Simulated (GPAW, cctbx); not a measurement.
# Sc2AlPt3: what bonding does to one electron reflection, worked out

Sc2AlPt3, R-3m (no. 166), a = 5.4292 Å, b = 5.4292 Å, c = 12.1483 Å, α = 90.00°, β = 90.00°, γ = 120.00°.

| atom | mult. | x | y | z |
| --- | --- | --- | --- | --- |
| Pt1 | 9 | 5/6 | 2/3 | 1/6 |
| Sc1 | 6 | 1/3 | 2/3 | 0.0391 |
| Al1 | 3 | 0 | 0 | 0 |

The start was made by putting kin elements into a known structure type; the compound need not exist, or be stable, in this form.

A DFT run (GPAW, PBE, 450 eV, 5×5×5 k-points, Fermi–Dirac width 0.1 eV) gives the static X-ray structure factor of 110 as 81.247 e for the conventional cell; superposed free atoms give 80.874 e. **Problem.** Find the Fourier component V of the crystal potential and the two-beam extinction distance at 120 kV in both cases.

**1. Geometry**

The cell volume is Ω = 310.11 Å³ and d(110) = 2.7146 Å, so g = 1/d = 0.3684 Å⁻¹.

**2. The nuclei**

Electrons feel nuclei as well as electrons, so the nuclear charges are summed with the same phases.

Phase sums Σ exp(2πi h·x), turned so that the total is real and positive: Pt +3.000, Sc -6.000, Al -3.000. Then F_Z = 78 × (+3.000) + 21 × (-6.000) + 13 × (-3.000) = 69.00 e. The electron term has the same sign for this reflection.

**3. Mott–Bethe**

Poisson's equation, term by term, gives V = (e/4πε₀)(F_Z − F)/(πΩg²), with e/4πε₀ = 14.3996 V Å.

The prefactor is 14.3996 × 2.7146²/(π × 310.11) = 0.10892 V per electron. Free atoms: (69.00 − 80.874) × 0.10892 = -1.293 V. Crystal: (69.00 − 81.247) × 0.10892 = -1.334 V. F changes by +0.46 % and V by +3.1 %: the same 0.37 e is measured against F_Z − F = -11.9 e in place of F = 80.9 e.

**4. Extinction distance**

In the two-beam case ξ = 1/(λU) with U = 2γm₀eV/h², that is ξ = 150.41 V Å²/(γλV).

At 120 kV, λ = 0.03349 Å and γ = 1.2348. Free atoms: ξ = 2812 Å. Crystal: ξ = 2726 Å. The thickness fringes go as sin²(πt/ξ), so the two patterns slip by a quarter of a period when t|1/ξ₁ − 1/ξ₀| = 1/4, at t ≈ 2238 nm, thicker than usual samples. Thermal motion, absorption and many-beam coupling, left out here, change a real pattern.

**5. Answer**

V(110) is -1.33 V against -1.29 V, and ξ is 2726 against 2812 Å. Limits: static atoms, two beams.
